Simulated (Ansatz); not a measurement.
# How fast states decay through LiCdCl3, part 2 of 3

Wanted: the relaxed cell of LiCdCl3, its band edges and its decay constants. It is built by putting Cl for F, Li for K in the KCdF3 structure of space group Pm-3m, with the volume rescaled by atomic radii. The parent structure comes from the Materials Project.

Ansatz 0.2.0; PBEsol DFT, plane waves, PAW files (the session's first sound run).

So far, gap on path (eV): step 3 (band edges) 1.78.

The structure was built from a prototype and need not be the compound's stable phase.

## (4) Complex bands, plane (001), k-mesh 6×6×6

This step: PBEsol DFT, plane waves, PAW files; complex bands by layer matching along the plane's normal (Ansatz 0.2.0).

The same crystal is laid in a cell whose first two vectors span the (001) plane (indices of the standard conventional cell, whose axes can be ordered otherwise than in the bulk input). At fixed energy and wavevector in the plane the solver finds all kz, real and complex. A few wavevectors are listed, (0, 0), (-0.5, -0.5) and (0.5, 0) in units of the plane's reciprocal vectors; the slowest state needn't be among them.

Contents of input.yaml:

```yaml
crystal:
  lattice:
    - [5.110489414, 0.0, 0.0]
    - [0.0, 5.110489414, 0.0]
    - [0.0, 0.0, 5.110489414]
  atoms:
    - { symbol: Li, position: [0.0, 0.0, 0.0] }
    - { symbol: Cd, position: [0.5, 0.5, 0.5] }
    - { symbol: Cl, position: [0.0, 0.5, 0.5] }
    - { symbol: Cl, position: [0.5, 0.0, 0.5] }
    - { symbol: Cl, position: [0.5, 0.5, 0.0] }
kpoints:
  mp_grid: { grid: [6, 6, 6] }
scf:
  occupations: { method: fixed }
hamiltonian:
  xc: pbesol
output:
  eigenvalues: true
  transmission:
    leads: [[0, 0]]
    kpoints: [[0.0, 0.0], [-0.5, -0.5], [0.5, 0.0]]
    e_range: [-1.0, 2.78]
    de: 0.08
```

Launch:

```console
ansatz run input.yaml --threads 2 --pin off --max-ram 4096MiB --backend cpu --events-out ev --progress --plain --runs-dir out
```

Numbers of over 12 decimals in the logs are rounded to 6 here.

The log of the run:

```text
[...]
Crystal: 5 atoms, lattice volume = 133.471 Å³
Basis set: ecut = 420 eV, 2553 PW (Γ)
Bands: 27, of which v1, the nominal top of the filled ones, is band 22 counted from 1 (21 counted from 0)
Symmetry: 48 space group operations
[...]
k-points: 20 of 216
[...]
SCF iter   1: F=—  HF=-11574.899920 eV  |F-HF|=—  |Δ(HF+E_count)|=         —  Δρ=4.18e-3  dr2=2.85e-2  ethr=1.77e-3  ⟨swp⟩=4.7  Hψ=1966  notcnv=0  defer=49
[...]
SCF iter   7: F=-11574.890818 eV  HF=-11574.890818 eV  |F-HF|=2.45e-8  |Δ(HF+E_count)|=   2.26e-7  Δρ=2.88e-6  dr2=1.14e-8  ethr=2.27e-10  ⟨swp⟩=9.0  Hψ=2093  notcnv=0
SCF 1 converged in 7 iterations: F = -11574.890818 eV  dr2 = 1.14e-8
[...]
transmission: 7 of 21 steps passed
transmission: 14 of 21 steps passed
transmission: 21 of 21 steps passed
SCF converged after 7 iterations
Free energy (F): -11574.890818 eV
[...]
Internal energy: -11574.890818 eV  (E = F + TS)
E sigma→0 (E₀):  -11574.890818 eV
Fermi energy:    2.259318 eV
[...]
--- Band table (eV; the first three rows and the last of 20) ---
  k-point 0: bands = [... 18 lower, 1.1891, 1.3153, 1.3153, 1.3153, 4.0357, 5.8230, 10.0642, 10.0642, ... 1 higher]
  k-point 1: bands = [... 18 lower, 1.1635, 1.1635, 1.2947, 1.2947, 4.6226, 6.0766, 9.3418, 10.0557, ... 1 higher]
  k-point 2: bands = [... 18 lower, 1.0732, 1.0732, 1.2839, 1.2839, 5.9407, 6.7263, 8.4653, 9.6606, ... 1 higher]
  k-point 19: bands = [... 18 lower, 1.8635, 1.8635, 2.2593, 2.2593, 6.6694, 8.4869, 8.4869, 8.4869, ... 1 higher]
--- Transmission ---
  basis      : 225 plane waves across, 7 finite elements along
  points     : 3, as listed
  energies   : 48 from -1.000000 to 2.760000 eV about the Fermi level, 0.080000 eV apart; the leads are filled to 0.888182 eV, and channels, transmission and decay are at 0.920000 eV
  crystal 0  : Li1Cl3Cd1, at the sites [0, 0], period 5.1105 Å: whole cells are its period
    offset         : up to 0.0000 Å between an atom of the period and one for which it stands
    channels       : 0.000000e0 a spin
    conductance    : none, the energies end too early or step too widely for 300 K: set another output.transmission.e_range or a lower de, or, where they end at an eighth of basis.ecutwfc, a higher one
    slowest decay  : 0.2124 /Å at (0.0000, 0.0000)
```

Run time: 47 s. Hardware: 2 threads of Arm Neoverse V1, shared host; peak memory 0.74 GiB; 93 s of CPU time.

Numbers from this step:

```yaml
level_to_which_the_leads_are_filled: 0.8882 eV from the Fermi level
decay_constant_at_the_filling_level_zone_centre: 0.2124 Å⁻¹
decay_constant_at_the_filling_level_slowest_listed_point: 0.2124 Å⁻¹
```

K parallel (0, 0); values up to 1.5 1/Å, a degenerate pair printed once or twice; energies at which all values exceed this have no row. Table of Im kz of the slowest decaying states by energy, zero at the highest filled level on the SCF mesh:

```tsv
energy (eV)	decay 1 (Å⁻¹)	decay 2 (Å⁻¹)	decay 3 (Å⁻¹)	decay 4 (Å⁻¹)
-1.00	0.231	0.237	0.677	1.43
-0.76	0.145	0.369	0.415	0.649
-0.44	0.213	0.515	0.532	0.620
-0.20	0.236	0.559	0.602	0.611
-0.04	0.243	0.580	0.591	0.655
0.04	0.246	0.586	0.589	0.675
0.36	0.245	0.565	0.617	0.747
0.60	0.235	0.551	0.631	0.797
0.92	0.212	0.530	0.645	0.866
1.16	0.186	0.513	0.651	0.932
1.40	0.150	0.495	0.655	1.01
1.72	0.06	0.467	0.657	1.01
1.96	0.444	0.656	1.00	1.02
2.20	0.417	0.654	0.999	1.02
2.52	0.374	0.648	0.992	1.01
2.76	0.334	0.643	0.985	1.01
```

K parallel (-0.5, -0.5); values up to 1.5 1/Å, a degenerate pair printed once or twice; energies at which all values exceed this have no row. Im kz of the slowest decaying states against energy, zero at the highest filled level on the SCF mesh:

```tsv
energy (eV)	decay 1 (Å⁻¹)	decay 2 (Å⁻¹)	decay 3 (Å⁻¹)	decay 4 (Å⁻¹)
-1.00	0.758	0.861	1.13	1.29
-0.84	0.766	0.860	1.06	1.24
-0.68	0.771	0.858	0.965	1.18
-0.52	0.774	0.789	0.856	1.11
-0.36	0.0944	0.565	0.775	0.854
-0.28	0.167	0.774	0.775	0.852
-0.12	0.250	0.772	0.773	0.850
-0.04	0.280	0.532	0.771	0.848
0.04	0.0527	0.306	0.571	0.769
0.20	0.116	0.347	0.764	0.843
0.36	0.154	0.381	0.758	0.839
0.52	0.183	0.408	0.751	0.835
0.68	0.207	0.431	0.743	0.830
0.84	0.227	0.450	0.734	0.825
0.92	0.236	0.459	0.729	0.822
1.08	0.253	0.474	0.718	0.817
1.24	0.268	0.486	0.707	0.811
1.40	0.281	0.497	0.694	0.805
1.56	0.293	0.506	0.681	0.798
1.72	0.303	0.513	0.667	0.791
1.88	0.313	0.519	0.651	0.783
2.04	0.322	0.524	0.635	0.775
2.12	0.326	0.526	0.626	0.771
2.28	0.333	0.529	0.608	0.763
2.44	0.340	0.530	0.589	0.754
2.60	0.346	0.531	0.569	0.745
2.76	0.351	0.531	0.547	0.735
```

K parallel (0.5, 0); values up to 1.5 1/Å, a degenerate pair printed once or twice; energies at which all values exceed this have no row. The Im kz of the slowest decaying states by energy, zero at the highest filled level on the SCF mesh:

```tsv
energy (eV)	decay 1 (Å⁻¹)	decay 2 (Å⁻¹)	decay 3 (Å⁻¹)	decay 4 (Å⁻¹)
-1.00	0.171	0.588	0.834	0.894
-0.84	0.299	0.347	0.680	0.866
-0.60	0.428	0.465	0.754	0.877
-0.44	0.460	0.536	0.785	0.872
-0.28	0.184	0.484	0.594	0.807
-0.04	0.301	0.510	0.665	0.830
0.12	0.123	0.351	0.523	0.706
0.28	0.182	0.390	0.533	0.744
0.52	0.242	0.435	0.544	0.795
0.68	0.274	0.459	0.548	0.828
0.92	0.316	0.488	0.553	0.824
1.08	0.340	0.504	0.554	0.817
1.24	0.364	0.518	0.554	0.810
1.48	0.397	0.535	0.552	0.799
1.64	0.419	0.544	0.550	0.791
1.80	0.441	0.546	0.551	0.782
2.04	0.475	0.539	0.56	0.768
2.20	0.500	0.533	0.564	0.759
2.36	0.526	0.527	0.568	0.748
2.60	0.515	0.571	0.571	0.732
2.76	0.506	0.572	0.606	0.720
```

At the listed wavevectors the last open channel is at -0.04 eV and the next at +1.80 eV on the grid. At +0.92 eV, the grid energy nearest the filling level (the middle of the gap on the SCF mesh), the slowest state at the listed wavevectors decays with κ = 0.212 Å⁻¹, its amplitude falling by e over 4.7 Å. Through 1 nm of this crystal that state's transmission falls by exp(−2 × 0.212 Å⁻¹ × 10 Å) = 0.014.

## (5) Decay over the two-dimensional zone

The listed points could miss the slowest state, so one energy near mid-gap is solved on a mesh of 8×8.

Changes to input.yaml since step 4:

```diff
@@ -19,6 +19,2 @@
   eigenvalues: true
-  transmission:
-    leads: [[0, 0]]
-    kpoints: [[0.0, 0.0], [-0.5, -0.5], [0.5, 0.0]]
-    e_range: [-1.0, 2.78]
-    de: 0.08
+  transmission: { leads: [[0, 0]], kmesh: [8, 8], e_range: [0.89, 0.9], de: 0.05 }
```

The log of the run:

```text
[...]
Crystal: 5 atoms, lattice volume = 133.471 Å³
Basis set: ecut = 420 eV, 2553 PW (Γ)
Bands: 27, of which v1, the nominal top of the filled ones, is band 22 counted from 1 (21 counted from 0)
Symmetry: 48 space group operations
[...]
k-points: 20 of 216
[...]
SCF iter   1: F=—  HF=-11574.899920 eV  |F-HF|=—  |Δ(HF+E_count)|=         —  Δρ=4.18e-3  dr2=2.85e-2  ethr=1.77e-3  ⟨swp⟩=4.7  Hψ=1966  notcnv=0  defer=49
[...]
SCF iter   7: F=-11574.890818 eV  HF=-11574.890818 eV  |F-HF|=2.45e-8  |Δ(HF+E_count)|=   2.26e-7  Δρ=2.88e-6  dr2=1.14e-8  ethr=2.27e-10  ⟨swp⟩=9.0  Hψ=2093  notcnv=0
SCF 1 converged in 7 iterations: F = -11574.890818 eV  dr2 = 1.14e-8
[...]
transmission: 28 of 105 steps passed
transmission: 56 of 105 steps passed
transmission: 84 of 105 steps passed
transmission: 105 of 105 steps passed
SCF converged after 7 iterations
Free energy (F): -11574.890818 eV
[...]
Internal energy: -11574.890818 eV  (E = F + TS)
E sigma→0 (E₀):  -11574.890818 eV
Fermi energy:    2.259318 eV
[...]
--- Band table (eV; the first three rows and the last of 20) ---
  k-point 0: bands = [... 18 lower, 1.1891, 1.3153, 1.3153, 1.3153, 4.0357, 5.8230, 10.0642, 10.0642, ... 1 higher]
  k-point 1: bands = [... 18 lower, 1.1635, 1.1635, 1.2947, 1.2947, 4.6226, 6.0766, 9.3418, 10.0557, ... 1 higher]
  k-point 2: bands = [... 18 lower, 1.0732, 1.0732, 1.2839, 1.2839, 5.9407, 6.7263, 8.4653, 9.6606, ... 1 higher]
  k-point 19: bands = [... 18 lower, 1.8635, 1.8635, 2.2593, 2.2593, 6.6694, 8.4869, 8.4869, 8.4869, ... 1 higher]
--- Transmission ---
  basis      : 225 plane waves across, 7 finite elements along
  points     : 15, standing for a mesh of 8 x 8
  energies   : 1 from 0.890000 to 0.890000 eV about the Fermi level; the leads are filled to 0.888182 eV, and channels, transmission and decay are at 0.890000 eV
  crystal 0  : Li1Cl3Cd1, at the sites [0, 0], period 5.1105 Å: whole cells are its period
[...]
channels       : 0.000000e0 a spin
    conductance    : none, crystal 0 has no channel at the energies, or these end too early or step too widely for 300 K: set another output.transmission.e_range or a lower de, or, where they end at an eighth of basis.ecutwfc, a higher one
    slowest decay  : 0.2151 /Å at (0.0000, 0.0000)
```

It took 28 s on 2 threads; peak memory 0.75 GiB.

Numbers from this step:

```yaml
least_decay_constant_on_the_mesh: 0.2151 Å⁻¹
```

Slowest decay constant (1/Å; 0 where a channel is open) over k1 and k2. At 0.8900 eV from the Fermi level.

Ten even steps from '_' (0.215) to '@' (0.500):
```
..--**######**--
::**##%%@@%%##**
--##%%%%::%%%%##
--##@@::__::@@##
--##%%%%::%%%%##
::**##%%@@%%##**
..--**######**--
__..::------::..
```
Columns: k1 (b1) from -0.5 to 0.375; rows upwards: k2 (b2) from -0.5 to 0.375.

The least value on the mesh is 0.215 Å⁻¹ at +0.89 eV. At that energy the listed points give about 0.215 Å⁻¹ by interpolation, so the mesh holds no clearly slower state.

## (6) Decaying states in the gap, plane (111), k-mesh 8×8×8

The same for the (111) plane, at (0, 0) and (0.5, 0), to see how the decay depends on direction.

Contents of input.yaml:

```yaml
crystal:
  lattice:
    - [7.22732344, 0.0, 0.0]
    - [3.61366172, 6.2590457, 0.0]
    - [3.61366172, 2.086348567, 2.950542439]
  atoms:
    - { symbol: Li, position: [0.0, 0.0, 0.0] }
    - { symbol: Cd, position: [0.5, 0.5, 0.5] }
    - { symbol: Cl, position: [0.5, 0.5, 0.0] }
    - { symbol: Cl, position: [0.0, 0.5, 0.0] }
    - { symbol: Cl, position: [0.5, 0.0, 0.0] }
kpoints:
  mp_grid: { grid: [8, 8, 8] }
scf:
  occupations: { method: fixed }
hamiltonian:
  xc: pbesol
output:
  eigenvalues: true
  transmission:
    leads: [[0, 0]]
    kpoints: [[0.0, 0.0], [0.5, 0.0]]
    e_range: [-1.0, 2.78]
    de: 0.06
```

The log of the run:

```text
basis.fft_grid_basis auto: the FFT boxes are laid along the combinations [[1, 0, -1], [0, 1, -1], [0, 0, 1]] of the cell's own vectors, 5.110, 5.110 and 5.110 Å long. The dense box has 36×36×36 points. Along the cell's own vectors, as sized, it would have 50×50×36, 1.93 times as many. basis.fft_grid_basis: typed keeps the cell's own vectors: state it where this run's energies or levels are differenced outside the engine with another run's, or held beside a run that keeps those vectors.
[...]
Crystal: 5 atoms, lattice volume = 133.471 Å³
Basis set: ecut = 420 eV, 2553 PW (Γ), FFT grids on a1−a3, a2−a3, a3
Bands: 27, of which v1, the nominal top of the filled ones, is band 22 counted from 1 (21 counted from 0)
Symmetry: 48 space group operations
[...]
k-points: 35 of 512
[...]
SCF iter   1: F=—  HF=-11574.899927 eV  |F-HF|=—  |Δ(HF+E_count)|=         —  Δρ=4.18e-3  dr2=2.85e-2  ethr=1.77e-3  ⟨swp⟩=4.7  Hψ=3451  notcnv=0  defer=93
[...]
SCF iter   7: F=-11574.890825 eV  HF=-11574.890825 eV  |F-HF|=2.44e-8  |Δ(HF+E_count)|=   2.20e-7  Δρ=2.93e-6  dr2=1.15e-8  ethr=2.27e-10  ⟨swp⟩=8.9  Hψ=3615  notcnv=0
SCF 1 converged in 7 iterations: F = -11574.890825 eV  dr2 = 1.15e-8
[...]
transmission: 4 of 8 steps passed
transmission: 8 of 8 steps passed
SCF converged after 7 iterations
Free energy (F): -11574.890825 eV
[...]
Internal energy: -11574.890825 eV  (E = F + TS)
E sigma→0 (E₀):  -11574.890825 eV
Fermi energy:    2.259322 eV
[...]
--- Band table (eV; the first three rows and the last of 35) ---
  k-point 0: bands = [... 18 lower, 1.1891, 1.3153, 1.3153, 1.3153, 4.0357, 5.8230, 10.0642, 10.0642, ... 1 higher]
  k-point 1: bands = [... 18 lower, 1.0445, 1.2781, 1.3930, 1.3930, 4.8998, 6.2432, 9.4903, 9.6087, ... 1 higher]
  k-point 2: bands = [... 18 lower, 0.8149, 1.5055, 1.6330, 1.6330, 6.4786, 7.1589, 8.3901, 9.4187, ... 1 higher]
  k-point 34: bands = [... 18 lower, 1.0354, 1.1784, 1.5644, 1.6223, 7.3790, 7.6422, 8.1716, 9.0744, ... 1 higher]
--- Transmission ---
  basis      : 397 plane waves across, 4 finite elements along
  points     : 2, as listed
[...]
crystal 0  : Li1Cl3Cd1, at the sites [0, 0], period 2.9505 Å: whole cells are its period
[...]
channels       : 0.000000e0 a spin
[...]
slowest decay  : 0.2052 /Å at (0.0000, 0.0000)
```

Run time: 1.9 min. Hardware: 2 threads; peak memory 1.2 GiB; 3.7 min of CPU time.

This step gave:

```
decay constant at the filling level, zone centre          : 0.2052 Å⁻¹
decay constant at the filling level, slowest listed point : 0.2052 Å⁻¹
```

K parallel (0, 0); values up to 1.5 1/Å, a degenerate pair printed once or twice; energies at which all values exceed this have no row. Table of Im kz of the slowest decaying states by energy, zero at the highest filled level on the SCF mesh:

```tsv
energy (eV)	decay 1 (Å⁻¹)	decay 2 (Å⁻¹)	decay 3 (Å⁻¹)	decay 4 (Å⁻¹)
-1.0000	0.159	0.620	0.779	1.39
-0.7600	0.126	0.304	0.622	0.784
-0.5200	0.176	0.397	0.621	0.784
-0.2200	0.207	0.269	0.308	0.472
0.0200	0.0524	0.219	0.432	0.446
0.2600	0.176	0.223	0.531	0.538
0.5000	0.221	0.233	0.579	0.584
0.7400	0.212	0.271	0.569	0.602
0.9800	0.196	0.300	0.552	0.621
1.2200	0.172	0.323	0.533	0.637
1.5200	0.123	0.345	0.506	0.654
1.7600	0.0324	0.358	0.481	0.657
2.0000	0.367	0.454	0.633	0.674
2.2400	0.375	0.423	0.607	0.681
2.4800	0.379	0.388	0.578	0.688
2.7200	0.347	0.381	0.547	0.693
```

K parallel (0, 0). The Re kz of states that move upwards by energy, zero at the highest filled level on the SCF mesh:

```tsv
energy (eV)	channel 1 (Å⁻¹)	channel 2 (Å⁻¹)	channel 3 (Å⁻¹)	channel 4 (Å⁻¹)	channel 5 (Å⁻¹)
-1.00	-0.0757	0.235	0.711	0.711	-
-0.82	0.329	0.329	0.464	0.764	0.764
-0.64	0.519	0.519	0.647	0.827	0.827
-0.46	0.685	0.685	0.865	0.930	0.930
-0.22	0.867	0.867	-	-	-
-0.04	0.989	0.989	-	-	-
0.02	-	-	-	-	-
0.14	-	-	-	-	-
0.32	-	-	-	-	-
0.50	-	-	-	-	-
0.68	-	-	-	-	-
0.92	-	-	-	-	-
1.10	-	-	-	-	-
1.28	-	-	-	-	-
1.46	-	-	-	-	-
1.64	-	-	-	-	-
1.82	0.0535	-	-	-	-
2.00	0.124	-	-	-	-
2.24	0.185	-	-	-	-
2.42	0.223	-	-	-	-
2.60	0.259	-	-	-	-
2.78	0.292	-	-	-	-
```

K parallel (0.5, 0); values up to 1.5 1/Å, a degenerate pair printed once or twice; energies at which all values exceed this have no row. Im kz of the slowest decaying states against energy, zero at the highest filled level on the SCF mesh:

```tsv
energy (eV)	decay 1 (Å⁻¹)	decay 2 (Å⁻¹)	decay 3 (Å⁻¹)	decay 4 (Å⁻¹)
-1.00	0.0314	0.0979	0.143	0.526
-0.82	0.143	0.274	0.559	1.02
-0.70	0.182	0.342	0.579	1.01
-0.52	0.125	0.316	0.407	0.604
-0.40	0.0447	0.177	0.372	0.439
-0.22	0.226	0.291	0.435	0.476
-0.10	0.250	0.372	0.468	0.496
0.02	0.0725	0.269	0.433	0.496
0.08	0.124	0.277	0.459	0.509
0.20	0.184	0.291	0.503	0.532
0.38	0.242	0.309	0.551	0.556
0.50	0.271	0.319	0.561	0.579
0.68	0.306	0.331	0.573	0.601
0.80	0.325	0.337	0.580	0.614
0.98	0.345	0.350	0.589	0.632
1.10	0.349	0.364	0.594	0.642
1.28	0.353	0.383	0.600	0.656
1.40	0.354	0.394	0.604	0.664
1.58	0.355	0.408	0.608	0.674
1.70	0.355	0.417	0.610	0.671
1.88	0.353	0.428	0.612	0.665
2.00	0.351	0.434	0.613	0.660
2.18	0.347	0.442	0.614	0.651
2.30	0.342	0.447	0.615	0.645
2.48	0.335	0.453	0.615	0.633
2.60	0.328	0.456	0.614	0.625
2.78	0.317	0.460	0.610	0.614
```

At the listed wavevectors the last open channel is at -0.04 eV and the next at +1.82 eV on the grid. At +0.86 eV, the grid energy nearest the filling level (the middle of the gap on the SCF mesh), the slowest state at the listed wavevectors decays with κ = 0.205 Å⁻¹, its amplitude falling by e over 4.9 Å; the first such run, plane (001), gave 0.212 Å⁻¹.

(Part 2 of 3 ends here.)

[Logs are printed without paths, hosts, clocks, repeated set-up lines and the standing remarks that a program may print on its own settings, such as how far it seeks lower states.]

[Hosts, paths, dates, database ids (printed as entryN), source tags and the programs' standing remarks are cut or masked in the printed files.]
